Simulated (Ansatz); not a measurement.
# 1T-CoClI monolayer in a perpendicular field

Wanted: the out-of-plane response of the 1T-CoClI monolayer. A positive field points along +c.

Method: plane-wave DFT, PBE-D3(BJ), Ansatz PAW (set soft_1); PAW set soft_1, in Ansatz 0.2.0.

## (1) The starting structure

The cell holds 3 atoms: 1 I, 1 Co and 1 Cl. Its edges and angles: a = 3.585 Å, b = 3.585 Å, c = 35.979 Å, α = 90.0°, β = 90.0°, γ = 120.0°. Vacuum lies along c.

## (2) Relaxation

The starting cell is a guess, so the in-plane lattice and the atoms are relaxed first, with the slab cut off from its images along the normal.

input.yaml reads:

```yaml
crystal:
  lattice:
    - [3.585201, 0.0, 0.0]
    - [-1.7926005, 3.1048751437, 0.0]
    - [0.0, 0.0, 35.9793226425]
  atoms:
    - { symbol: I, position: [0.6666666667, 0.3333333333, 0.4655451734] }
    - { symbol: Co, position: [0.0, 0.0, 0.5095953483], spin: 3.0 }
    - { symbol: Cl, position: [0.3333333333, 0.6666666667, 0.5344548266] }
  periodic: [true, true, false]
magnetization:
  spin_polarized: true
kpoints:
  mp_grid: { grid: [12, 12, 1] }
hamiltonian:
  xc: pbe
  dispersion: d3bj
  pseudopotentials: { kind: paw, azcp: { folder: soft_1 } }
scf:
  occupations: { method: fermi_dirac, width: 0.05 }
  convergence: { dr2_threshold: 1.0e-09 }
relax:
  f_tol: 0.004
  max_steps: 90
  cell: {}
output:
  write_potential: true
  write_density: true
  volumetric_format: npy
```

The run is started by

```bash
ansatz run input.yaml --threads 2 --pin off --max-ram 3072MiB --backend cpu --events-out ev --progress --plain --runs-dir out
```

Numbers of over 12 decimals in the logs are rounded to 6 here.

The program printed:

```text
Warning: relax.cell: scf.convergence.dr2_threshold = 1e-9 eV is looser than the 1.92636787939e-10 eV advised for a relaxation that steers and ends on the stress (1e-10 eV for each atom of the cell: 3, times the square of relax.cell.stress_2d_tol = 0.05 N/m over 12.5 Å (the atoms' height at the walk's start and 5 Å past either face), 4.007e-2 GPa, over a crystal's default 0.05). What an SCF threshold leaves in a stress goes as its square root, and in the free energy as the threshold itself, and one threshold admits the most on a small cell: [figures from the program's tests cut] Set scf.convergence.dr2_threshold to 1.92636787939e-10 eV or tighter. [rest of the remark cut]
Engine: ansatz 0.2.0, aarch64-unknown-linux-gnu
Pseudopotentials: kind: paw
Pseudopotential: I, paw, valence charge 17, recommended cutoff 420 eV (normal), soft_1/I.paw.azcp
Pseudopotential: Co, paw, valence charge 17, recommended cutoff 420 eV (normal), soft_1/Co.paw.azcp
Pseudopotential: Cl, paw, valence charge 7, recommended cutoff 420 eV (normal), soft_1/Cl.paw.azcp
Functional definition: PBE
  parameter kappa = 0.804
  parameter beta = 0.066725
  exchange = pbe_x(kappa = kappa, mu = beta*pi^2/3)
  correlation = pbe_c(beta = beta)
Crystal: 3 atoms, lattice volume = 400.507 Å³
Basis set: ecut = 420 eV, 7699 PW (Γ), exchange–correlation on 48×48×486 points (8 copies of the dense FFT grid, shifted against one another)
Bands: 27, of which v1, the nominal top of the filled ones, is band 21 counted from 1 (20 counted from 0)
Symmetry: 6 space group operations
Space group: P3m1 (ITA 156), of the structure as read, at distance tolerance 7.4e-5 Å
Magnetic group: BNS 156.49 (UNI 1279), of the structure as read, at distance tolerance 7.4e-5 Å
k-points: 19 of 144 (time reversal used)
Non-local potential: I, projectors of the file, l = 0: 2, l = 1: 2, l = 2: 2, l = 3: 1
Non-local potential: Co, projectors of the file, l = 0: 3, l = 1: 2, l = 2: 3, l = 3: 1
Non-local potential: Cl, projectors of the file, l = 0: 2, l = 1: 2, l = 2: 1
PAW form: soft (Blöchl's): semilocal exchange-correlation on the pseudo side does not see the compensation charge
PAW one-centre angular grid: I, 590 points (default); XC on 64 Gauss nodes
PAW one-centre angular grid: Co, 590 points (default); XC on 64 Gauss nodes
PAW one-centre angular grid: Cl, 110 points (default); XC on 64 Gauss nodes
Initial density: superposition of atomic densities (neutral atoms: chi_scale 0, normalization atom)
Starting moments: Σ|m| = 3 μB on 1 of 3 sites
Initial wavefunctions: pseudopotential atomic-orbital guess
Functional: x = pbe(κ = 0.804, μ = 0.219515), c = pbe(β = 0.066725)
iter 1 solved again at ethr=1.37e-3 eV; its pass at ethr=3.10e-3 eV (dr2=5.61e-1 eV) is discarded
SCF iter   1: F=—  HF=-13717.941998 eV  |F-HF|=—  |Δ(HF+E_count)|=         —  Δρ=1.19e-2 (↑5.91e-3 ↓1.19e-2)  dr2=5.66e-1  dr2_m=1.57e-1  M=2.925 μB ∫|m|=2.932 μB  β_m=0.30  ethr=1.37e-3  ⟨swp⟩=1.3  Hψ=11269  notcnv=0
Mixer restart at iter 1: flushing history
preconditioner: auto → LDOS  [metal: Δε(μ)=0.043 eV  Ē_g=10.551 eV  σ=0.050 eV  W_gap=0.21  n_scr=20 (ndim 8)  ℏωp=8.9 eV  f_vac=0.819  D(μ)=3.84/eV (n_scr^D=14)]
spin=Collinear: LDOS preconditioning applied to the charge; magnetization (m = ρ↑ − ρ↓) channel mixes plain (no charge-response kernel on spin).
SCF iter   2: F=—  HF=-13718.454392 eV  |F-HF|=—  |Δ(HF+E_count)|=   5.12e-1  Δρ=9.36e-3 (↑4.60e-3 ↓9.36e-3)  dr2=1.87e-1  dr2_m=1.32e-1  M=2.866 μB ∫|m|=2.875 μB  β_m=0.63  ethr=1.37e-3  ⟨swp⟩=4.8  Hψ=2350  notcnv=0  defer=17
SCF iter   3: F=—  HF=-13719.476647 eV  |F-HF|=—  |Δ(HF+E_count)|=         —  Δρ=2.13e-2 (↑1.80e-2 ↓2.13e-2)  dr2=3.05e-1  dr2_m=1.39e0  M=1.775 μB ∫|m|=1.864 μB  β_m=0.63  ethr=4.56e-4  ⟨swp⟩=5.3  Hψ=2809  notcnv=0  defer=56
SCF iter   4: F=—  HF=-13719.574155 eV  |F-HF|=—  |Δ(HF+E_count)|=   9.75e-2  Δρ=1.28e-2 (↑1.23e-2 ↓1.28e-2)  dr2=9.47e-2  dr2_m=5.69e-1  M=1.458 μB ∫|m|=1.570 μB  β_m=0.82  ethr=4.56e-4  ⟨swp⟩=4.5  Hψ=2301  notcnv=0  defer=54
SCF iter   5: F=—  HF=-13719.561860 eV  |F-HF|=—  |Δ(HF+E_count)|=   1.23e-2  Δρ=2.63e-3 (↑2.63e-3 ↓1.39e-3)  dr2=3.31e-2  dr2_m=7.35e-3  M=1.050 μB ∫|m|=1.150 μB  β_m=0.85  ethr=2.31e-4  ⟨swp⟩=5.8  Hψ=2746  notcnv=0  defer=49
SCF iter   6: F=—  HF=-13719.578744 eV  |F-HF|=—  |Δ(HF+E_count)|=   1.69e-2  Δρ=1.81e-3 (↑1.81e-3 ↓1.68e-3)  dr2=4.07e-2  dr2_m=9.42e-5  M=1.041 μB ∫|m|=1.128 μB  β_m=0.66  ethr=8.06e-5  ⟨swp⟩=4.7  Hψ=2791  notcnv=0  defer=47
SCF iter   7: F=—  HF=-13719.566485 eV  |F-HF|=—  |Δ(HF+E_count)|=   1.23e-2  Δρ=2.65e-4 (↑1.95e-4 ↓2.65e-4)  dr2=5.57e-4  dr2_m=9.94e-5  M=1.036 μB ∫|m|=1.121 μB  β_m=0.73  ethr=8.06e-5  ⟨swp⟩=4.6  Hψ=2600  notcnv=0  defer=40
SCF iter   8: F=—  HF=-13719.566553 eV  |F-HF|=—  |Δ(HF+E_count)|=   6.83e-5  Δρ=9.07e-5 (↑8.17e-5 ↓9.07e-5)  dr2=7.30e-5  dr2_m=1.72e-5  M=1.033 μB ∫|m|=1.117 μB  β_m=0.76  ethr=1.36e-6  ⟨swp⟩=3.2  Hψ=2176  notcnv=0  defer=40
SCF iter   9: F=—  HF=-13719.566603 eV  |F-HF|=—  |Δ(HF+E_count)|=   4.96e-5  Δρ=5.16e-5 (↑3.54e-5 ↓5.16e-5)  dr2=8.19e-6  dr2_m=5.75e-6  M=1.032 μB ∫|m|=1.115 μB  β_m=0.81  ethr=1.78e-7  ⟨swp⟩=3.6  Hψ=2343  notcnv=0  defer=40
SCF iter  10: F=—  HF=-13719.566606 eV  |F-HF|=—  |Δ(HF+E_count)|=   3.16e-6  Δρ=1.87e-5 (↑1.40e-5 ↓1.87e-5)  dr2=7.19e-7  dr2_m=8.37e-7  M=1.032 μB ∫|m|=1.114 μB  β_m=0.81  ethr=2.00e-8  ⟨swp⟩=3.7  Hψ=2421  notcnv=0  defer=40
SCF iter  11: F=—  HF=-13719.566606 eV  |F-HF|=—  |Δ(HF+E_count)|=   5.34e-8  Δρ=7.18e-6 (↑3.53e-6 ↓7.18e-6)  dr2=2.36e-7  dr2_m=4.09e-8  M=1.032 μB ∫|m|=1.114 μB  β_m=0.84  ethr=1.75e-9  ⟨swp⟩=3.1  Hψ=2128  notcnv=0  defer=40
SCF iter  12: F=—  HF=-13719.566606 eV  |F-HF|=—  |Δ(HF+E_count)|=   6.75e-8  Δρ=1.86e-6 (↑9.69e-7 ↓1.86e-6)  dr2=2.09e-8  dr2_m=4.90e-9  M=1.032 μB ∫|m|=1.114 μB  β_m=0.85  ethr=5.76e-10  ⟨swp⟩=3.2  Hψ=1965  notcnv=0  defer=40
SCF iter  13: F=—  HF=-13719.566606 eV  |F-HF|=—  |Δ(HF+E_count)|=   1.68e-8  Δρ=2.81e-7 (↑2.43e-7 ↓2.81e-7)  dr2=8.69e-10  dr2_m=1.11e-10  M=1.032 μB ∫|m|=1.114 μB  β_m=0.84  ethr=5.10e-11  ⟨swp⟩=3.4  Hψ=2231  notcnv=0  defer=40
SCF iter  14: F=-13719.566606 eV  HF=-13719.566606 eV  |F-HF|=2.91e-10  |Δ(HF+E_count)|=   9.37e-9  Δρ=8.52e-8 (↑7.06e-8 ↓8.52e-8)  dr2=3.02e-11  dr2_m=1.45e-11  M=1.032 μB ∫|m|=1.114 μB  ethr=2.12e-12  ⟨swp⟩=8.4  Hψ=7345  notcnv=0
SCF 1 converged in 14 iterations: F = -13719.566606 eV  dr2 = 3.02e-11
  greatest PAW one-centre occupation: 1.002 electrons in one spin orbital (limit 2), on the Co atom at site 1 (counted from 0), in its partial waves of l = 1
[...]
SCF iter   4: F=—  HF=-13720.010128 eV  |F-HF|=—  |Δ(HF+E_count)|=   1.35e-4  Δρ=1.27e-5 (↑1.27e-5 ↓4.31e-6)  dr2=6.04e-7  dr2_m=9.97e-8  M=2.829 μB ∫|m|=2.868 μB  β_m=0.67  ethr=6.53e-10  ⟨swp⟩=3.2  Hψ=2298  notcnv=0  defer=1
SCF iter   5: F=—  HF=-13720.010156 eV  |F-HF|=—  |Δ(HF+E_count)|=   2.82e-5  Δρ=1.95e-6 (↑1.95e-6 ↓1.15e-6)  dr2=6.16e-8  dr2_m=2.40e-9  M=2.829 μB ∫|m|=2.868 μB  β_m=0.58  ethr=6.53e-10  ⟨swp⟩=2.5  Hψ=1984  notcnv=0  defer=1
SCF iter   6: F=—  HF=-13720.010173 eV  |F-HF|=—  |Δ(HF+E_count)|=   1.71e-5  Δρ=4.00e-7 (↑2.77e-7 ↓4.00e-7)  dr2=5.25e-10  dr2_m=2.58e-10  M=2.829 μB ∫|m|=2.868 μB  β_m=0.62  ethr=1.50e-10  ⟨swp⟩=4.4  Hψ=2385  notcnv=0  defer=5
iter 7 met the thresholds in force, and the SCF goes on: an eigenvalue changes by 1.98 meV, over its tolerance of 0.05 meV (output.eigenvalues, Limitations)
SCF iter   7: F=-13720.010173 eV  HF=-13720.010173 eV  |F-HF|=1.47e-8  |Δ(HF+E_count)|=   2.08e-7  Δρ=1.78e-7 (↑1.19e-7 ↓1.78e-7)  dr2=1.07e-10  dr2_m=4.90e-11  M=2.829 μB ∫|m|=2.868 μB  β_m=0.76  ethr=1.28e-12  ⟨swp⟩=18.6  Hψ=9130  notcnv=0
iter 8 met the thresholds in force, and the SCF goes on: an eigenvalue changes by 3.56 meV, over its tolerance of 0.05 meV (output.eigenvalues, Limitations)
SCF iter   8: F=-13720.010173 eV  HF=-13720.010173 eV  |F-HF|=2.05e-9  |Δ(HF+E_count)|=   1.26e-8  Δρ=1.56e-7 (↑5.49e-8 ↓1.56e-7)  dr2=1.55e-10  dr2_m=3.06e-11  M=2.829 μB ∫|m|=2.868 μB  β_m=1.00  ethr=1.00e-12  ⟨swp⟩=9.4  Hψ=6530  notcnv=0
Mixer restart at iter 8: flushing history
iter 9 met the thresholds in force, and the SCF goes on: an eigenvalue changes by 0.13 meV, over its tolerance of 0.06 meV (output.eigenvalues, Limitations)
SCF iter   9: F=-13720.010173 eV  HF=-13720.010173 eV  |F-HF|=6.08e-10  |Δ(HF+E_count)|=   2.20e-9  Δρ=1.47e-7 (↑6.07e-8 ↓1.47e-7)  dr2=7.03e-10  dr2_m=2.20e-11  M=2.829 μB ∫|m|=2.868 μB  β_m=1.00  ethr=1.00e-12  ⟨swp⟩=9.2  Hψ=6521  notcnv=0  κ⁻¹=1.0e0(r=1)
iter 10 met the thresholds in force, and the SCF goes on: an eigenvalue changes by 0.11 meV, over its tolerance of 0.06 meV (output.eigenvalues, Limitations)
SCF iter  10: F=-13720.010173 eV  HF=-13720.010173 eV  |F-HF|=2.35e-10  |Δ(HF+E_count)|=    0.00e0  Δρ=1.92e-7 (↑5.15e-8 ↓1.92e-7)  dr2=3.97e-10  dr2_m=4.60e-11  M=2.829 μB ∫|m|=2.868 μB  β_m=1.00  ethr=1.00e-12  ⟨swp⟩=7.2  Hψ=5846  notcnv=0  κ⁻¹=3.9e-2(r=2)
SCF iter  11: F=-13720.010173 eV  HF=-13720.010173 eV  |F-HF|=4.18e-11  |Δ(HF+E_count)|=  2.00e-11  Δρ=3.38e-8 (↑2.09e-8 ↓3.38e-8)  dr2=5.77e-12  dr2_m=2.44e-12  M=2.829 μB ∫|m|=2.868 μB  ethr=1.00e-12  ⟨swp⟩=7.3  Hψ=5556  notcnv=0
WARN: dispersion: an atom stands within reach of a switch of its C6 between two reference coordination numbers of its element: through that C6 alone, e_disp changes by 0.025 eV or more while the distances to its neighbours run over a stretch of 0.05 Å that contains this geometry (sites counted from 0 in the run's list of atoms or, in a supercell that it derives, in that cell's: here a list of 3) — site 1 (Co): coordination number 5.083 (about 4.79 to 5.38 with every neighbour 0.05 Å farther or nearer), switch near 5.352 between the references 2.926 (weight 1.00) and 7.779 (weight 0.00), e_disp changing by some 0.03 eV. [rest of the remark cut]
SCF 8 converged in 11 iterations: F = -13720.010173 eV  dr2 = 5.77e-12
relax step   8: F+E_penalty+E_count = -13720.01017344 eV  Δ(F+E_penalty+E_count) = -1.505e-3 eV  max|allowed force component| = 8.866e-4 eV/Å  Δτ_max = 0.0000 Å  P = -0.003 N/m  Ω = 435.126 Å³  fix = [c, alpha, beta]  reactions: c -0.000 N/m  stress off target by 3.14e-3 N/m on what of the cell is left free  SCF on the basis re-selected at this cell (its energy is not comparable with the rows above)  (11 SCF iters)
basis re-selected at this cell: Δ(F+E_penalty+E_count) = -1.505e-3 eV, ΔP = -0.002 N/m vs the last step (what re-selecting the basis moved, of the pressure what is left beyond the Pulay correction that the steps carried, after the strain that the cell walked since its last selection, with what the two solves' SCF thresholds leave and, on support functions, any second-order correction that the steps lacked; it is no measure of the basis error at this ecutwfc). The dense FFT grid was sized anew with the basis: this SCF ran on 25×25×243 points, the steps before it on 24×24×243, so part of this shift can come from that change (see relax.cell in the input reference). [rest of the remark cut]
WARN: The output density's exchange-correlation potential varies sharply where the density is thin. Do not read a vacuum level from v_tot or v_xc, or from such a field of the output density. On a cell that repeats whose density bears no net charge and no dipole along the vacuum's axis use v_es (v_loc + v_h of the components); under efield.dipole_correction with no amplitude use v_es + v_field, which holds any externa [...]
SCF converged after 11 iterations
an eigenvalue changed by more than its tolerance at an iteration that met the thresholds in force, so the SCF went on 4 times, its first undamped step at iteration 8: the last check found none over its tolerance
Magnetization: 2.8293 μB (21.9147 up, 19.0853 down)
Absolute magnetization: 2.8673 μB (∫|ρ↑−ρ↓|, with the PAW one-centre terms)
Spin contamination: 0.0287 ħ² per cell (⟨S²⟩ above its minimum at these occupations)
Per-site moments (μB) at R_I (Å): [(0.153887, 1.130212), (2.334151, 1.014794), (0.148589, 1.014794)]
Free energy (F): -13720.010173 eV
Harris-Foulkes:  -13720.010173 eV  (|F-HF|=4.18e-11)
Internal energy: -13719.992895 eV  (E = F + TS)
E sigma→0 (E₀):  -13720.001534 eV
Entropy (-TS):   -0.017278 eV (-5.759 meV/atom)
Fermi energy:    -5.449917 eV
--- Per-component energies (eV) ---
  E_band       = -1321.252394
  E_kinetic    = 600.330985
  E_local      = -101836.935590  (includes V_loc(G=0)·N_el)
  E_nonlocal   = 588.107612
  E_hartree    = 50282.076916
  E_xc         = -304.498774
  E_vxc        = -342.018079  (∫ρ·V_xc dr)
  E_paw        = -7020.107535  (= ΣΔE_a)
  E_vpaw       = -894.888499  (= ΣTr[D̂ρ^β])
  E_aug_tail   = -0.002390  (compensation charges beyond the density's cutoff)
  E_ewald      = 43971.689512
  E_disp       = -0.653632  (pairwise vdW)
  E_smearing   = -0.017278  (= −TS)
  E_closure    = -0.000000  (closes the sum)
  Σ components = -13720.010173   (vs F -13720.010173, Δ=0.00e0)
--- Forces (eV/Å), atoms counted from 1 ---
  atom   1  I      0.00000000    -0.00000000     0.00088639
  atom   2  Co     0.00000000    -0.00000000    -0.00005124
  atom   3  Cl     0.00000000     0.00000000    -0.00083581
  max |Σ_I F_I| component: 6.64e-7 eV/Å
--- 2D stress c σ (N/m, compression-positive) ---
       -0.003135       0.000000      -0.000000
        0.000000      -0.003135      -0.000000
       -0.000000      -0.000000      -0.000000
  P = ½ c Tr σ = -0.0031 N/m
--- Band table (eV; the first three rows and the last of 38) ---
  k-point 0 ↑: bands = [... 17 lower, -7.6079, -7.0148, -7.0148, -5.2419, -5.2419, -2.0698, -0.7481, -0.1200, ... 2 higher]
  k-point 1 ↑: bands = [... 17 lower, -7.5907, -7.0482, -6.9926, -5.6050, -5.3143, -1.8428, -0.6181, 0.0634, ... 2 higher]
  k-point 2 ↑: bands = [... 17 lower, -7.5127, -7.0851, -6.9835, -6.3032, -5.4772, -1.3130, -0.3878, 0.1790, ... 2 higher]
  k-point 18 ↓: bands = [... 17 lower, -5.8749, -5.7301, -5.4362, -4.5423, -4.0335, -0.7011, 0.9865, 1.9509, ... 2 higher]
  the weakly bound empty levels are not read free of the cell's end (no_gap_told)
--- Relaxed structure (7 steps of the walk, 7 accepted, 1 SCFs on fresh bases) ---
  F+E_penalty+E_count = -13720.01017344 eV   max|allowed force component| = 8.866e-4 eV/Å   (the final SCF, on the basis selected at the relaxed cell)
  cell:  # Å, volume = 435.1263 Å³
    - [3.736938, 0.0, 0]
    - [-1.868469, 3.236283, 0]
    - [0, 0, 35.9793226425]
  atoms:
    - { symbol: I, position: [0.666667, 0.333333, 0.460954] }
    - { symbol: Co, position: [0, 0, 0.507894] }
    - { symbol: Cl, position: [0.333333, 0.666667, 0.540747] }
```

Wall time 4.2 min (2 threads of Arm Neoverse V1, shared host); peak memory 0.85 GiB; 8.2 min of CPU time.

Relaxation path:

```tsv
step	energy less that of the first step (eV)	largest force component (eV/Å)	volume (Å³)
1	0.0000	2.0803	400.51
2	-0.2657	0.6100	391.95
3	-0.3967	0.3593	410.35
4	-0.4352	0.1382	424.23
5	-0.4420	0.0297	434.64
6	-0.4420	0.0104	435.28
7	-0.4421	0.0001	435.13
8*	-0.4436	0.0009	435.13
```

Relaxation steps marked * repeat the geometry before them on a plane-wave basis chosen anew for their cell, so energy and pressure can jump there.

Forces are held to the 6 operations that the run works with; a distortion that breaks them can't arise in this run.

```tsv
cell as run	before	after	change
a (Å)	3.585	3.737	+4.2 %
b (Å)	3.585	3.737	+4.2 %
```

The atoms that moved most (Å, along periodic axes as changes of fractional coordinates times the final cell, across vacuum about the mean position):

```tsv
atom	dx	dy	dz	length
Cl3	0.000	0.000	0.226	0.226
I1	0.000	0.000	-0.165	0.165
Co2	0.000	0.000	-0.061	0.061
```

The relaxed structure:

```
I Co Cl
1.0
     3.73694    0.00000    0.00000
    -1.86847    3.23628    0.00000
     0.00000    0.00000   35.97932
I Co Cl
1 1 1
Direct
  0.66667 0.33333 0.46095
  0.00000 0.00000 0.50789
  0.33333 0.66667 0.54075
```

This step gave:

- energy at zero smearing: -13720.0015 eV
- total moment: 2.829 μB
- site moments: 0.1539, 2.334, 0.1486 μB

Site moment by atom:

```tsv
atom	site moment (μB)
I1	0.15
Co2	2.33
Cl3	0.15
```

The lattice constant a goes from 3.585 to 3.737 Å.

[end of part 1 of 2]

[Logs are printed without paths, hosts, clocks, repeated set-up lines and the standing remarks that a program may print on its own settings, such as how far it seeks lower states.]

[Hosts, paths, dates, database ids (printed as entryN), source tags and the programs' standing remarks are cut or masked in the printed files.]

[Maps of the electrostatic potential energy from Ansatz leave out the sawtooth potential of an applied field or a dipole correction, so their vacuum need not be flat; planar profiles and work functions include it.]
